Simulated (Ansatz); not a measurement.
# Optical response of BaZrO3

What colour and refractive index does BaZrO3 have at this level of theory?

Calculated with Ansatz 0.2.0; DFT, PBE, plane-wave PAW, default files, scalar-relativistic, independent-particle optical response without local fields.

**1. Set-up**

The structure is cubic, space group Pm-3m (No. 221). The conventional cell has a = 4.191 Å, b = 4.191 Å, c = 4.191 Å, α = 90.00°, β = 90.00°, γ = 90.00°. Nearest to Ba lie 12 O at 2.96 Å. Nearest to Zr lie 6 O at 2.10 Å. Nearest to O lie 2 Zr at 2.10 Å and 4 Ba at 2.96 Å. Farther neighbours and most contacts between anions are not listed.

**2. Ground state and bands**

First the ground state: is it a metal or has it a gap?

This step: DFT, PBE, plane-wave PAW, default files, scalar-relativistic, ground state (Ansatz 0.2.0).

The input, input.yaml:

```yaml
crystal:
  lattice:
    - [4.19134, 0.0, 0.0]
    - [0.0, 4.19134, 0.0]
    - [0.0, 0.0, 4.19134]
  atoms:
    - { symbol: Ba, position: [0.0, 0.0, 0.0] }
    - { symbol: Zr, position: [0.5, 0.5, 0.5] }
    - { symbol: O, position: [0.5, 0.5, 0.0] }
    - { symbol: O, position: [0.5, 0.0, 0.5] }
    - { symbol: O, position: [0.0, 0.5, 0.5] }
kpoints:
  mp_grid: { grid: [5, 5, 5] }
  band_path:
    path:
      - [[0.0, 0.0, 0.0], [0.0, 0.5, 0.0], [0.5, 0.5, 0.0], [0.0, 0.0, 0.0], [0.5, 0.5, 0.5], [0.0, 0.5, 0.0]]
      - [[0.5, 0.5, 0.0], [0.5, 0.5, 0.5]]
    npoints: 10
scf:
  occupations: { method: fermi_dirac, width: 0.05 }
  n_extra_bands: 9
hamiltonian:
  xc: pbe
  pseudopotentials: { kind: paw }
output:
  forces: true
  stress: true
  populations: true
  write_bands: true
  write_density: true
  write_potential: true
  elf: true
  volumetric_format: npy
```

Command:

```
> ansatz run input.yaml --threads 4 --pin off --max-ram 8192MiB --backend cpu --events-out ev --progress --plain --runs-dir out
```

Numbers of over 12 decimals in the logs are rounded to 6 here.

What it wrote:

```text
scf.n_extra_bands = 9 over 20 filled bands (N_el = 40.0): the run solves 29 bands
Engine: ansatz 0.2.0, x86_64-unknown-linux-gnu
Pseudopotentials: kind: paw
Pseudopotential: Ba, paw, valence charge 10, recommended cutoff 420 eV (normal), Ba.paw.azcp
Pseudopotential: Zr, paw, valence charge 12, recommended cutoff 420 eV (normal), Zr.paw.azcp
Pseudopotential: O, paw, valence charge 6, recommended cutoff 420 eV (normal), O.paw.azcp
Functional definition: PBE
  parameter kappa = 0.804
  parameter beta = 0.066725
  exchange = pbe_x(kappa = kappa, mu = beta*pi^2/3)
  correlation = pbe_c(beta = beta)
Crystal: 5 atoms, lattice volume = 73.631 Å³
Basis set: ecut = 420 eV, 1419 PW (Γ), exchange–correlation on 60×60×60 points (8 copies of the dense FFT grid, shifted against one another)
Bands: 29, of which v1, the nominal top of the filled ones, is band 20 counted from 1 (19 counted from 0)
Symmetry: 48 space group operations
Space group: Pm-3m (ITA 221), of the structure as read, at distance tolerance 4.2e-5 Å
k-points: 10 of 125
Non-local potential: Ba, projectors of the file, l = 0: 3, l = 1: 2, l = 2: 2, l = 3: 2
Non-local potential: Zr, projectors of the file, l = 0: 3, l = 1: 2, l = 2: 2, l = 3: 2
Non-local potential: O, projectors of the file, l = 0: 2, l = 1: 2, l = 2: 1
PAW form: soft (Blöchl's): semilocal exchange-correlation on the pseudo side does not see the compensation charge
PAW one-centre angular grid: Ba, 194 points (default); XC on 64 Gauss nodes
PAW one-centre angular grid: Zr, 590 points (default); XC on 64 Gauss nodes
PAW one-centre angular grid: O, 110 points (default); XC on 64 Gauss nodes
Initial density: superposition of atomic densities (neutral atoms: chi_scale 0, normalization atom), corrected by the library's trained network
Initial wavefunctions: pseudopotential atomic-orbital guess
Functional: x = pbe(κ = 0.804, μ = 0.219515), c = pbe(β = 0.066725)
SCF iter   1: F=—  HF=-11844.669855 eV  |F-HF|=—  |Δ(HF+E_count)|=         —  Δρ=8.35e-4  dr2=3.69e-4  ethr=1.77e-3  ⟨swp⟩=7.7  Hψ=1585  notcnv=0  defer=3
preconditioner: auto → Resta (q_TF=auto, 2.464 Å⁻¹)  ε∞=3.4  [insulator: Δε(μ)=3.333 eV  Ē_g=17.244 eV  σ=0.050 eV  W_gap=1.00  n_scr=18 (ndim 8)  ℏωp=26.7 eV  f_vac=0.000  D(μ)=0.00/eV (n_scr^D=0)  ε∞_Penn≈3.4]
SCF iter   2: F=—  HF=-11844.669952 eV  |F-HF|=—  |Δ(HF+E_count)|=   9.63e-5  Δρ=7.50e-4  dr2=3.17e-4  ethr=9.23e-7  ⟨swp⟩=2.3  Hψ=573  notcnv=0  defer=8
SCF iter   3: F=—  HF=-11844.669972 eV  |F-HF|=—  |Δ(HF+E_count)|=   2.08e-5  Δρ=3.81e-4  dr2=7.93e-5  ethr=7.93e-7  ⟨swp⟩=1.9  Hψ=364  notcnv=0  defer=8
SCF iter   4: F=—  HF=-11844.669939 eV  |F-HF|=—  |Δ(HF+E_count)|=   3.33e-5  Δρ=5.66e-5  dr2=1.04e-6  ethr=1.98e-7  ⟨swp⟩=2.0  Hψ=368  notcnv=0  defer=8
iter 5 did not close the SCF: its close was put off for the readings that it lacked (scf_convergence_deferred on its scf_iter line)
SCF iter   5: F=-11844.669940 eV  HF=-11844.669940 eV  |F-HF|=5.02e-8  |Δ(HF+E_count)|=   8.72e-7  Δρ=1.20e-5  dr2=9.11e-8  ethr=2.59e-9  ⟨swp⟩=2.2  Hψ=458  notcnv=0  defer=8
SCF iter   6: F=-11844.669940 eV  HF=-11844.669940 eV  |F-HF|=9.96e-9  |Δ(HF+E_count)|=  5.46e-11  Δρ=3.90e-6  dr2=1.32e-8  ethr=2.28e-10  ⟨swp⟩=12.2  Hψ=2105  notcnv=0
SCF 1 converged in 6 iterations: F = -11844.669940 eV  dr2 = 1.32e-8
  greatest PAW one-centre occupation: 0.995 electrons in one spin orbital (limit 2), on the Zr atom at site 1 (counted from 0), in its partial waves of l = 0
NSCF: frozen V_eff on 62 k-points
SCF converged after 6 iterations
Free energy (F): -11844.669940 eV
Harris-Foulkes:  -11844.669940 eV  (|F-HF|=9.96e-9)
Internal energy: -11844.669940 eV  (E = F + TS)
E sigma→0 (E₀):  -11844.669940 eV
Fermi energy:    11.445404 eV
--- Per-component energies (eV) ---
  E_band       = -90.945787
  E_kinetic    = 1034.025454
  E_local      = -1940.226585  (includes V_loc(G=0)·N_el)
  E_nonlocal   = 275.976321
  E_hartree    = 688.072662
  E_xc         = -556.320752
  E_vxc        = -615.807770  (∫ρ·V_xc dr)
  E_paw        = -8652.427414  (= ΣΔE_a)
  E_vpaw       = -221.061633  (= ΣTr[D̂ρ^β])
  E_aug_tail   = 0.007365  (compensation charges beyond the density's cutoff)
  E_ewald      = -2693.776990
  E_smearing   = -0.000000  (= −TS)
  E_closure    = -0.000000  (closes the sum)
  Σ components = -11844.669940   (vs F -11844.669940, Δ=0.00e0)
--- Forces (eV/Å), atoms counted from 1 ---
  atom   1  Ba    -0.00000000     0.00000000    -0.00000000
  atom   2  Zr     0.00000000    -0.00000000    -0.00000000
  atom   3  O      0.00000000     0.00000000     0.00000000
  atom   4  O      0.00000000    -0.00000000    -0.00000000
  atom   5  O      0.00000000     0.00000000    -0.00000000
  max |Σ_I F_I| component: 1.69e-28 eV/Å
--- Stress (GPa, compression-positive) ---
        4.053420      -0.000000       0.000000
       -0.000000       4.053420       0.000000
        0.000000       0.000000       4.053420
  P = ⅓ Tr σ = 4.0534 GPa (40.534 kbar)
--- Band table (eV; the first three rows and the last of 10) ---
  k-point 0: bands = [... 16 lower, 8.8323, 9.6346, 9.6346, 9.6346, 13.0698, 13.0698, 13.0698, 14.5808, ... 5 higher]
  k-point 1: bands = [... 16 lower, 8.5868, 8.8128, 9.5230, 9.5230, 13.1838, 13.8900, 13.8900, 15.1542, ... 5 higher]
  k-point 2: bands = [... 16 lower, 8.1632, 8.2457, 9.4179, 9.4179, 13.3958, 15.2757, 15.2757, 16.1534, ... 5 higher]
  k-point 9: bands = [... 16 lower, 7.3592, 9.6141, 9.6141, 9.7248, 15.8525, 16.0132, 16.0132, 16.8269, ... 5 higher]
--- Löwdin populations: 5 sites ---
  site symbol       q [e]
     0     Ba      8.2044
     1     Zr     10.7864
     2      O      6.8771
     3      O      6.8771
     4      O      6.8771
  spilling = 0.009451 (of n_electrons = 40.000000)
```

Elapsed: 6.5 s, on 4 threads of AMD EPYC 9R45, shared host; peak memory 0.51 GiB; 3.2 s of CPU time.

In the SCF lines HF is the Harris–Foulkes energy and dr2 the Hartree energy of the density residual, in eV; the loop may stop once dr2 is under the threshold and the program's other checks hold. Hψ counts applications of the Hamiltonian.

Numbers from this step:

* free energy: -11844.6699 eV
* Fermi energy: 11.45 eV
* gap by band count: 3.345 eV
* electrons: 40
* symmetry operations: 48
* pressure: 4.053 GPa
* gap on the k-mesh: 3.345 eV
* volume: 73.63 Å³
* gap on the path: 3.239 eV
* least direct gap on the path: 3.435 eV

There is a gap, 3.24 eV on the path, so no carriers' term is needed. The cell is left with a pressure of 4.1 GPa, as it stands unrelaxed at this level.

Electronic bands along the path, in eV, zero at the Fermi level; v1 is the highest filled band, c1 the lowest empty one:

```
    point     v4     v3     v2     v1    c1    c2    c3    c4
        Γ  -2.61  -1.81  -1.81  -1.81  1.62  1.62  1.62  3.13
  halfway  -2.96  -2.86  -1.96  -1.96  1.79  2.81  2.81  3.97
        X  -3.33  -3.25  -2.04  -2.04  1.99  4.11  4.11  4.90
  halfway  -2.90  -2.70  -2.27  -2.05  3.04  4.09  4.29  5.58
        M  -2.52  -2.52  -2.38  -1.66  4.10  4.10  4.90  4.96
  halfway  -2.98  -2.58  -2.16  -2.12  2.88  2.96  3.25  4.83
        Γ  -2.61  -1.81  -1.81  -1.81  1.62  1.62  1.62  3.13
  halfway  -3.63  -2.30  -2.30  -2.14  3.40  3.40  3.66  5.44
        R  -4.11  -1.61  -1.61  -1.61  4.46  4.46  4.46  5.38
  halfway  -3.58  -2.42  -2.14  -2.04  3.67  4.32  4.46  5.64
        X  -3.33  -3.25  -2.04  -2.04  1.99  4.11  4.11  4.90
jump to M  -2.52  -2.52  -2.38  -1.66  4.10  4.10  4.90  4.96
  halfway  -3.92  -2.09  -2.09  -1.64  4.42  4.42  4.75  5.18
        R  -4.11  -1.61  -1.61  -1.61  4.46  4.46  4.46  5.38
```

Valence density in the ac plane at fractional y = 0.500, with atoms of Zr and O within 0.2 Å of it. It is the smooth field of the valence electrons, not physical close to the nuclei.

Ten even steps from '0' (0.0 e/Å³) to '9' (7.0 e/Å³), each cell a mean:
```
00000268510000
00000133210000
00000001000000
00000011000000
21000133210011
64101355420025
97201454531138
85101455531036
32000244310012
00000011100000
00000000000000
00000012100000
00000257410000
00000389620000
```
Atoms in or near the plane, at fractional coordinates: Zr at (0.50, 0.50), O at (0.50, 0.00), O at (0.00, 0.50).

ELF in the ac plane at fractional y = 0.500, with atoms of Zr and O within 0.2 Å of it. It is the smooth field of the valence electrons, not physical close to the nuclei.

Ten even steps from '0' (0.01) to '9' (0.81), each cell a mean:
```
00048987997300
00027999995100
32102455531013
76310134210157
99722699851399
89834987982599
48946941794597
69935964893598
99723799961499
98511356420278
43101234321024
10015799873100
00038998996200
00149964897300
```
Atoms in or near the plane, at fractional coordinates: Zr at (0.50, 0.50), O at (0.50, 0.00), O at (0.00, 0.50).

(Continued in part 2 of 2.)

[Logs are printed without paths, hosts, clocks, repeated set-up lines and the standing remarks that a program may print on its own settings, such as how far it seeks lower states.]

[Hosts, paths, dates, database ids (printed as entryN), source tags and the programs' standing remarks are cut or masked in the printed files.]
